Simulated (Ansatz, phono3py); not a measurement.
**NaI (Fm-3m): solver, mesh and scattering choices in phono3py**

The second- and third-order constants of NaI come from an earlier supercell run; what does phono3py make of them?

Measurements to reproduce:
- thermal conductivity 1.8 W/m/K near room temperature (given in “Combining the AFLOW GIBBS and Elastic Libraries to efficiently and robustly screen thermo-mechanical properties of solids”, 2017, arXiv:1611.05714)
- thermal conductivity 1.8 W/m/K near room temperature (given in “Predicting the lattice thermal conductivity of solids by solving the Boltzmann transport equation: AFLOW - AAPL an automated, accurate and efficient framework”, 2017, arXiv:1611.05481)

Calculated with phono3py 4.10.0; DFT LDA, scalar-relativistic, plane waves, PAW; phono3py on Ansatz's force constants.

This is a report of a sequence of runs, with most program output left out.

## (1) The starting structure

Symmetry: Fm-3m, No. 225, cubic system. Conventional cell: a = 6.261 Å, b = 6.261 Å, c = 6.261 Å, α = 90.00°, β = 90.00°, γ = 90.00°. Na has 6 I at 3.13 Å nearest. I has 6 Na at 3.13 Å nearest. Farther neighbours and most contacts between anions are not listed.

## (2) Relaxation-time solution

The base run: each mode relaxes on its own with natural isotopes, and rates are split into normal and umklapp parts.

phono3py.yaml reads:

```yaml
phono3py:
  version: "4.10.0"
  frequency_unit_conversion_factor: 15.633302
  symmetry_tolerance: 1.00000e-05

physical_unit:
  atomic_mass: "AMU"
  length: "angstrom"

space_group:
  type: "Fm-3m"
  number: 225
  Hall_symbol: "-F 4 2 3"

primitive_matrix:
- [  1.000000000000000,  0.000000000000000,  0.000000000000000 ]
- [  0.000000000000000,  1.000000000000000,  0.000000000000000 ]
- [  0.000000000000000,  0.000000000000000,  1.000000000000000 ]

supercell_matrix:
- [   3,   0,   0 ]
- [   0,   3,   0 ]
- [   0,   0,   3 ]

# [primitive_cell block left out]
unit_cell:
  lattice:
  - [     0.000000000000000,     3.130543232700000,     3.130543232700000 ] # a
  - [     3.130543232700000,     0.000000000000000,     3.130543232700000 ] # b
  - [     3.130543232700000,     3.130543232700000,     0.000000000000000 ] # c
  points:
  - symbol: Na # 1
    coordinates: [  0.000000000000000,  0.000000000000000,  0.000000000000000 ]
    mass: 22.989769
    reduced_to: 1
  - symbol: I # 2
    coordinates: [  0.500000000000000,  0.500000000000000,  0.500000000000000 ]
    mass: 126.904470
    reduced_to: 2

# [supercell block left out]
phonon_supercell_matrix:
- [   6,   0,   0 ]
- [   0,   6,   0 ]
- [   0,   0,   6 ]

# [phonon_primitive_cell block left out]
# [phonon_supercell block left out]
nac:
  born_effective_charge:
  - # 1 (Na)
    - [  1.165172882023849,  0.000000000000000,  0.000000000000000 ]
    - [  0.000000000000000,  1.165172882023849,  0.000000000000000 ]
    - [  0.000000000000000,  0.000000000000000,  1.165172882023849 ]
  - # 2 (I)
    - [ -1.165172882023849,  0.000000000000000,  0.000000000000000 ]
    - [  0.000000000000000, -1.165172882023849,  0.000000000000000 ]
    - [  0.000000000000000,  0.000000000000000, -1.165172882023849 ]
  dielectric_constant:
    - [  3.615323588478362,  0.000000000000000,  0.000000000000000 ]
    - [  0.000000000000000,  3.615323588478362,  0.000000000000000 ]
    - [  0.000000000000000,  0.000000000000000,  3.615323588478362 ]
  unit_conversion_factor: 14.399645
```

Launch:

```bash
$ phono3py phono3py.yaml --mesh 17 17 17 --br --isotope --nu --ts 100 150 200 300 400 500
```

The job ended after 7.9 s (16 threads of Intel Xeon 6975P-C (Granite Rapids), shared host; peak memory 0.21 GiB).

This step gave:

| Quantity | Value |
| --- | --- |
| κ at 300 K | 4.041 W/m/K |
| κ xx, yy, zz at 300 K | 4.041, 4.041, 4.041 W/m/K |
| normal share of three-phonon scattering at 300 K | 0.607 |

W/m/K. Kappa, by row:

```csv
T (K),xx,yy,zz,yz,xz,xy
100,13.85,13.85,13.85,0,0,0
150,8.505,8.505,8.505,0,0,0
200,6.192,6.192,6.192,0,0,0
300,4.041,4.041,4.041,0,0,0
400,3.008,3.008,3.008,0,0,0
500,2.398,2.398,2.398,0,0,0
```

Table of lattice thermal conductivity, xx by temperature:

```csv
temperature (K),"lattice thermal conductivity, xx (W/m/K)"
100,13.8
150,8.51
200,6.19
300,4.04
400,3.01
500,2.40
```

Mean scattering rate at 300 K against frequency:

```csv
frequency (THz),normal (1/ps),umklapp (1/ps)
0.11,-,-
0.34,0.0177,0.00145
0.56,0.0739,0.0154
0.79,0.0795,0.0197
1.02,0.0892,0.0225
1.24,0.103,0.036
1.47,0.0705,0.04
1.69,0.046,0.0456
1.92,0.066,0.0901
2.15,0.161,0.165
2.37,0.239,0.242
2.60,-,-
2.82,-,-
3.05,-,-
3.28,-,-
3.50,-,-
3.73,0.812,0.523
3.95,0.599,0.301
4.18,0.194,0.167
4.41,0.328,0.111
4.63,0.806,0.21
4.86,1.41,0.559
5.08,2.72,1.24
5.31,5.5,2.44
```

The base value at 300 K is 4.04 W/(m K).

The lattice thermal conductivity, xx is 4.04 W/m/K at 300 K, going as T^-1.0 above 200 K.

## (3) Two programs, one set of constants

This step: DFT LDA, scalar-relativistic, plane waves, PAW (Ansatz 0.2.0).

Ansatz's figure includes its coherence part. Comparison, by row:

```csv
T (K),Ansatz RTA (W/m/K),phono3py RTA (W/m/K),difference (%)
100,13.88,13.85,-0.22
150,8.539,8.505,-0.4
200,6.232,6.192,-0.64
300,4.09,4.041,-1.2
400,3.064,3.008,-1.83
500,2.459,2.398,-2.48
```

## (4) Without isotopes, third order supercell 3×3×3, supercell 6×6×6

Leaving out the isotope term shows how much the natural mass disorder scatters.

This step: DFT LDA, scalar-relativistic, plane waves, PAW; phono3py on Ansatz's force constants (phono3py 4.10.0).

phono3py.yaml is that of step 2.

Launch:

```bash
$ phono3py phono3py.yaml --mesh 17 17 17 --br --ts 100 150 200 300 400 500
```

The job ended after 8.5 s (16 threads; peak memory 0.21 GiB).

W/m/K. Kappa, by row:

```csv
T (K),xx,yy,zz,yz,xz,xy
100,13.85,13.85,13.85,0,0,0
150,8.505,8.505,8.505,0,0,0
200,6.192,6.192,6.192,0,0,0
300,4.041,4.041,4.041,0,0,0
400,3.008,3.008,3.008,0,0,0
500,2.398,2.398,2.398,0,0,0
```

Nothing changes, since the natural mass variance of these elements is zero or negligible.

## (5) Another q-mesh, third order supercell 3×3×3, supercell 6×6×6

The q-mesh of the transport sums changes, with the same scattering terms.

phono3py.yaml is that of step 4.

Launch:

```bash
$ phono3py phono3py.yaml --mesh 3 3 3 --br --isotope --ts 100 300
```

Run time: 2.5 s. Hardware: 16 threads; peak memory 0.21 GiB.

This step gave:

| Quantity | Value |
| --- | --- |
| κ at 300 K | 9.745 W/m/K |
| κ xx, yy, zz at 300 K | 9.745, 9.745, 9.745 W/m/K |

W/m/K. Kappa, by row:

```csv
T (K),xx,yy,zz,yz,xz,xy
100,32.6,32.6,32.6,0,0,0
300,9.745,9.745,9.745,0,0,0
```

This mesh is too coarse for the transport sums: κ at 300 K comes out at 9.74 against 4.04 W/(m K) in the base run.

## (6) Another q-mesh, third order supercell 3×3×3, supercell 6×6×6 (run 2)

phono3py.yaml is that of step 5.

Launch:

```bash
$ phono3py phono3py.yaml --mesh 7 7 7 --br --isotope --ts 100 300
```

Elapsed: 2.5 s, on 16 threads; peak memory 0.21 GiB.

W/m/K. Kappa, by row:

```csv
T (K),xx,yy,zz,yz,xz,xy
100,21.18,21.18,21.18,0,0,0
300,6.078,6.078,6.078,0,0,0
```

This mesh is too coarse for the transport sums: κ at 300 K comes out at 6.08 against 4.04 W/(m K) in the base run.

## (7) Another q-mesh, third order supercell 3×3×3, supercell 6×6×6 (run 3)

phono3py.yaml is that of step 6.

Launch:

```bash
$ phono3py phono3py.yaml --mesh 9 9 9 --br --isotope --ts 100 300
```

Wall time 2.7 s (16 threads); peak memory 0.21 GiB; 4.8 s of CPU time.

W/m/K. Kappa, by row:

```csv
T (K),xx,yy,zz,yz,xz,xy
100,15.86,15.86,15.86,0,0,0
300,4.653,4.653,4.653,0,0,0
```

This mesh is too coarse for the transport sums: κ at 300 K comes out at 4.65 against 4.04 W/(m K) in the base run.

## (8) Another q-mesh, third order supercell 3×3×3, supercell 6×6×6 (run 4)

phono3py.yaml is that of step 7.

Launch:

```bash
$ phono3py phono3py.yaml --mesh 13 13 13 --br --isotope --ts 100 300
```

The job ended after 3.6 s (16 threads; peak memory 0.21 GiB).

W/m/K. Kappa, by row:

```csv
T (K),xx,yy,zz,yz,xz,xy
100,14.63,14.63,14.63,0,0,0
300,4.281,4.281,4.281,0,0,0
```

κ at 300 K goes from 4.04 in the base run to 4.28 W/(m K).

## (9) Another q-mesh, third order supercell 3×3×3, supercell 6×6×6 (run 5)

phono3py.yaml is that of step 8.

Launch:

```bash
$ phono3py phono3py.yaml --mesh 15 15 15 --br --isotope --ts 100 300
```

The job ended after 5.6 s (16 threads; peak memory 0.21 GiB; 44 s of CPU time).

κ at 300 K goes from 4.04 in the base run to 4.16 W/(m K).

## (10) Another q-mesh, third order supercell 3×3×3, supercell 6×6×6 (run 6)

phono3py.yaml is that of step 9.

Launch:

```bash
$ phono3py phono3py.yaml --mesh 19 19 19 --br --isotope --ts 100 300
```

It took 12 s on 16 threads; peak memory 0.21 GiB.

W/m/K. Kappa, by row:

```csv
T (K),xx,yy,zz,yz,xz,xy
100,13.61,13.61,13.61,0,0,0
300,3.972,3.972,3.972,0,0,0
```

κ at 300 K goes from 4.04 in the base run to 3.97 W/(m K).

## (11) Another q-mesh, third order supercell 3×3×3, supercell 6×6×6 (run 7)

phono3py.yaml is that of step 10.

Launch:

```bash
$ phono3py phono3py.yaml --mesh 25 25 25 --br --isotope --ts 100 300
```

The job ended after 48 s (16 threads; peak memory 0.21 GiB).

W/m/K. Kappa, by row:

```csv
T (K),xx,yy,zz,yz,xz,xy
100,13.22,13.22,13.22,0,0,0
300,3.844,3.844,3.844,0,0,0
```

κ at 300 K goes from 4.04 in the base run to 3.84 W/(m K).

## (12) Another q-mesh, third order supercell 3×3×3, supercell 6×6×6 (run 8)

phono3py.yaml is that of step 11.

Launch:

```bash
$ phono3py phono3py.yaml --mesh 33 33 33 --br --isotope --ts 100 300
```

Run time: 3.6 min. Hardware: 16 threads; peak memory 0.21 GiB; 50 min of CPU time.

κ at 300 K goes from 4.04 in the base run to 3.77 W/(m K).

## (13) Mesh convergence

This step: DFT LDA, scalar-relativistic, plane waves, PAW (phono3py 4.10.0).

Series, by row:

```csv
mesh points along each axis,kappa at 100 K (W/m/K),kappa at 300 K (W/m/K),seconds
3,32.6,9.745,2.46
7,21.18,6.078,2.53
9,15.86,4.653,2.7
13,14.63,4.281,3.63
15,14.22,4.162,5.63
19,13.61,3.972,12.11
25,13.22,3.844,48.26
33,12.99,3.767,218.5
```

## (14) Boundary scattering, third order supercell 3×3×3, supercell 6×6×6

A boundary term v/L is added to each rate, a simple model of grains or a thin sample.

This step: DFT LDA, scalar-relativistic, plane waves, PAW; phono3py on Ansatz's force constants (phono3py 4.10.0).

phono3py.yaml is that of step 12.

Launch:

```bash
$ phono3py phono3py.yaml --mesh 17 17 17 --br --isotope --boundary-mfp 0.01 --ts 100 150 200 300 400 500
```

Run time: 7.4 s. Hardware: 16 threads; peak memory 0.21 GiB; 66 s of CPU time.

This step gave:

| Item | Value |
| --- | --- |
| κ at 300 K | 1.188 W/m/K |
| κ xx, yy, zz at 300 K | 1.188, 1.188, 1.188 W/m/K |

W/m/K. Kappa, by row:

```csv
T (K),xx,yy,zz,yz,xz,xy
100,1.744,1.744,1.744,0,0,0
150,1.568,1.568,1.568,0,0,0
200,1.414,1.414,1.414,0,0,0
300,1.188,1.188,1.188,0,0,0
400,1.033,1.033,1.033,0,0,0
500,0.9177,0.9177,0.9177,0,0,0
```

κ at 300 K goes from 4.04 in the base run to 1.19 W/(m K).

## (15) Boundary scattering, third order supercell 3×3×3, supercell 6×6×6 (run 2)

phono3py.yaml is that of step 14.

Launch:

```bash
$ phono3py phono3py.yaml --mesh 17 17 17 --br --isotope --boundary-mfp 0.03 --ts 100 150 200 300 400 500
```

Elapsed: 7.4 s, on 16 threads; peak memory 0.21 GiB; 68 s of CPU time.

Numbers from this step:

```
κ at 300 K            : 1.959 W/m/K
κ xx, yy, zz at 300 K : 1.959, 1.959, 1.959 W/m/K
```

κ at 300 K goes from 4.04 in the base run to 1.96 W/(m K).

## (16) Direct solution of the linearised equation, third order supercell 3×3×3, supercell 6×6×6

Solving the linearised equation directly keeps the heat that normal processes pass on between modes; it is dearer, so the mesh may be smaller.

phono3py.yaml is that of step 15.

Launch:

```bash
$ phono3py phono3py.yaml --mesh 17 17 17 --lbte --isotope --ts 100 300
```

Wall time 42 s (16 threads); peak memory 0.29 GiB.

This step gave:

| Property | Result |
| --- | --- |
| κ at 300 K | 4.322 W/m/K |
| κ xx, yy, zz at 300 K | 4.322, 4.322, 4.322 W/m/K |

W/m/K. Kappa, by row:

```csv
T (K),xx,yy,zz,yz,xz,xy,RTA mean
100,15,15,15,0,0,0,13.85
300,4.322,4.322,4.322,0,0,0,4.041
```

κ at 300 K goes from 4.04 in the base run to 4.32 W/(m K).

## (17) Adding coherences, third order supercell 3×3×3, supercell 6×6×6

Close branches can carry heat by tunnelling between them, which the particle picture leaves out.

phono3py.yaml is that of step 16.

Launch:

```bash
$ phono3py phono3py.yaml --mesh 17 17 17 --br --isotope --tt smm19 --ts 100 150 200 300 400 500
```

Run time: 7.8 s. Hardware: 16 threads; peak memory 0.21 GiB; 73 s of CPU time.

Numbers from this step:

| Item | Value |
| --- | --- |
| κ at 300 K | 4.092 W/m/K |
| κ xx, yy, zz at 300 K | 4.092, 4.092, 4.092 W/m/K |

W/m/K. Kappa, by row:

```csv
T (K),xx,yy,zz,yz,xz,xy,intra mean,inter mean
100,13.88,13.88,13.88,0,0,0,13.85,0.03383
150,8.543,8.543,8.543,0,0,0,8.505,0.03793
200,6.235,6.235,6.235,0,0,0,6.192,0.04286
300,4.092,4.092,4.092,0,0,0,4.041,0.05162
400,3.066,3.066,3.066,0,0,0,3.008,0.05853
500,2.462,2.462,2.462,0,0,0,2.398,0.06396
```

κ at 300 K goes from 4.04 in the base run to 4.09 W/(m K).

## (18) Gaussian smearing, third order supercell 3×3×3, supercell 6×6×6

A Gaussian replaces the tetrahedron method for energy conservation; its width must match the mesh.

phono3py.yaml is that of step 17.

Launch:

```bash
$ phono3py phono3py.yaml --mesh 17 17 17 --br --isotope --sigma 0.05 --ts 100 300
```

It took 6.9 s on 16 threads; peak memory 0.21 GiB.

Numbers from this step:

| Item | Value |
| --- | --- |
| κ at 300 K | 3.828 W/m/K |
| κ xx, yy, zz at 300 K | 3.828, 3.828, 3.828 W/m/K |

W/m/K. Kappa, by row:

```csv
T (K),xx,yy,zz,yz,xz,xy
100,13.13,13.13,13.13,0,0,0
300,3.828,3.828,3.828,0,0,0
```

With a width of 0.05 THz κ at 300 K is 3.83 W/(m K), -5.3 % from the tetrahedron value.

For the κ at 300 K, step 2 gave 4.04 W/m/K; this run, with delta function Gaussian and sigma 0.05 THz, gives 3.83 W/m/K (-5 %).

## (19) Gaussian smearing, third order supercell 3×3×3, supercell 6×6×6 (run 2)

phono3py.yaml is that of step 18.

Launch:

```bash
$ phono3py phono3py.yaml --mesh 17 17 17 --br --isotope --sigma 0.2 --ts 100 300
```

It took 7.5 s on 16 threads; peak memory 0.21 GiB.

This step gave:

- κ at 300 K: 3.305 W/m/K
- κ xx, yy, zz at 300 K: 3.305, 3.305, 3.305 W/m/K

With a width of 0.2 THz κ at 300 K is 3.31 W/(m K), -18.2 % from the tetrahedron value.

For the κ at 300 K, step 18 gave 3.83 W/m/K; this run, with sigma 0.2 THz, gives 3.31 W/m/K (-14 %).

## (20) Two-phonon phase space, third order supercell 3×3×3, supercell 6×6×6

The two-phonon density of states counts the channels open to a mode, without matrix elements.

phono3py.yaml is that of step 19.

Launch:

```bash
$ phono3py phono3py.yaml --mesh 19 19 19 --jdos --gp 0 --num-freq-points 80
```

Elapsed: 2.6 s, on 16 threads; peak memory 0.21 GiB.

The joint density of states at Gamma has structure finer than the step of the table below, so its rows give means over 0.5 THz, whole bins alone (the curve runs from 0 to 10.9 THz). Peaks (THz: height): absorption class 0.14: 18.5, 2.34: 15.5; decay class 3.17: 7.54, 5.79: 13.2, 7.86: 7.08.

The joint density of states at Gamma by frequency; means over each step:

```csv
frequency (THz),absorption class (1/THz),decay class (1/THz)
0.5,11.9,0.0321
1.0,4.55,0.141
1.5,3.96,0.376
2.0,8.10,0.926
2.5,12.8,1.99
3.0,7.90,4.86
3.5,2.93,5.80
4.0,1.16,2.97
4.5,0.432,1.59
5.0,0.107,4.34
5.5,0,11.9
6.0,0,11.2
6.5,0,4.46
7.0,0,2.29
7.5,0,2.64
8.0,0,5.87
8.5,0,5.03
9.0,0,3.47
9.5,0,0.582
10.0,0,0.362
10.5,0,0.353
```

## (21) Without the dipole term, third order supercell 3×3×3, supercell 6×6×6

Dropping the dipole term tests how much its part of the interpolation matters for κ.

phono3py.yaml is that of step 20.

Launch:

```bash
$ phono3py phono3py.yaml --mesh 17 17 17 --br --isotope --nonac --ts 100 300
```

The job ended after 9.2 s (16 threads; peak memory 0.21 GiB; 91 s of CPU time).

Numbers from this step:

```yaml
kappa_at_300_k: 4.122 W/m/K
kappa_xx_yy_zz_at_300_k: 4.122, 4.122, 4.122 W/m/K
```

W/m/K. Kappa, by row:

```csv
T (K),xx,yy,zz,yz,xz,xy
100,14.17,14.17,14.17,0,0,0
300,4.122,4.122,4.122,0,0,0
```

κ at 300 K goes from 4.04 to 4.12 W/(m K). Only the interpolation between the solved wavevectors changes, and the fewer these are, the more it matters.

## (22) A changed mass, third order supercell 3×3×3, supercell 6×6×6

Changing one mass at fixed force constants separates the effect of mass from that of bonding.

phono3py.yaml is that of step 21.

Launch:

```bash
$ phono3py phono3py.yaml --mesh 17 17 17 --br --mass 28.737 126.904 --ts 100 300
```

The job ended after 7.5 s (16 threads; peak memory 0.21 GiB; 69 s of CPU time).

This step gave:

- κ at 300 K: 3.251 W/m/K
- κ xx, yy, zz at 300 K: 3.251, 3.251, 3.251 W/m/K

W/m/K. Kappa, by row:

```csv
T (K),xx,yy,zz,yz,xz,xy
100,10.72,10.72,10.72,0,0,0
300,3.251,3.251,3.251,0,0,0
```

Without isotope scattering in either run, κ at 300 K goes from 4.04 to 3.25 W/(m K).

## (23) Mass disorder, third order supercell 3×3×3, supercell 6×6×6

A typed mass variance takes the place of the natural one on the sites of one element, as a model of more or less disorder.

phono3py.yaml is that of step 22.

Launch:

```bash
$ phono3py phono3py.yaml --mesh 17 17 17 --br --isotope --mv 0 0.1 --ts 100 150 200 300 400 500
```

Wall time 8 s (16 threads); peak memory 0.21 GiB.

This step gave:

```
κ at 300 K            : 0.9154 W/m/K
κ xx, yy, zz at 300 K : 0.9154, 0.9154, 0.9154 W/m/K
```

W/m/K. Kappa, by row:

```csv
T (K),xx,yy,zz,yz,xz,xy
100,1.694,1.694,1.694,0,0,0
150,1.367,1.367,1.367,0,0,0
200,1.163,1.163,1.163,0,0,0
300,0.9154,0.9154,0.9154,0,0,0
400,0.768,0.768,0.768,0,0,0
500,0.6682,0.6682,0.6682,0,0,0
```

κ at 300 K goes from 4.04 in the base run to 0.915 W/(m K).

## (24) A faulty attempt, third order supercell 3×3×3, supercell 6×6×6

This input was changed on purpose, to see how the program answers.

phono3py.yaml is that of step 23.

Launch:

```bash
$ phono3py phono3py.yaml --br --ts 300
```

Wall time 2.4 s (16 threads); peak memory 0.21 GiB.

The run ended with an error.

The fault put into the input: no mesh.

## (25) What came out

```
κ at 300 K, RTA, natural isotopes, mesh 17×17×17 : 4.04 W/m/K
κ at 300 K, RTA, pure, mesh 17×17×17             : 4.04 W/m/K
κ at 300 K, LBTE, mesh 17×17×17                  : 4.32 W/m/K
κ at 300 K, with coherences, mesh 17×17×17       : 4.09 W/m/K
κ at 300 K, no dipole term, mesh 17×17×17        : 4.12 W/m/K
```

On these constants κ of NaI at 300 K is 4.04 W/(m K) in the base run, by relaxation time; smearing and coherences move that between 3.31 and 4.09. The full solution gives 4.32 W/(m K) (phono3py, mesh 17×17×17). On the same constants and mesh Ansatz's figure, which includes its coherence part, and phono3py's, which doesn't, differ by up to 2.5 %; with phono3py's own coherence part added, which is defined differently, the largest difference is 0.12 %. The last step of the mesh series (25 to 33) moves κ at 300 K by -2.0 %, while the coarsest mesh gives 259 % of the densest value. Normal processes make 61 % of the three-phonon scattering at 300 K, weighting modes by their heat capacity. A boundary length of 0.01 µm leaves 29 % of κ at 300 K. A boundary length of 0.03 µm leaves 48 % of κ at 300 K. Scaling the mass of Na by 1.25 at fixed force constants, a model exercise, multiplies the isotope-free κ by 0.805. A mass variance of 0.1 on the I sites, typed in place of the natural one, gives 23 % of the base value. A measured thermal conductivity near room temperature is 1.8 W/m/K (arXiv:1611.05714); the calculated 4.32 W/m/K differs by +140 %. The relaxed cell is 9 % smaller in volume than the database cell, which stiffens most phonons and usually raises κ; no run here tested that. Four-phonon, defect and boundary scattering, which are left out, would lower the calculated value; thermal expansion is left out too. The cell of these runs is 9 % smaller in volume than the database cell; frequencies and all that rests on them shift with it.

[Logs are printed without paths, hosts, clocks, repeated set-up lines and the standing remarks that a program may print on its own settings, such as how far it seeks lower states.]

[Hosts, paths, dates, database ids (printed as entryN), source tags and the programs' standing remarks are cut or masked in the printed files.]

[A step with changed settings may run another functional than the one named; its input shows which.]
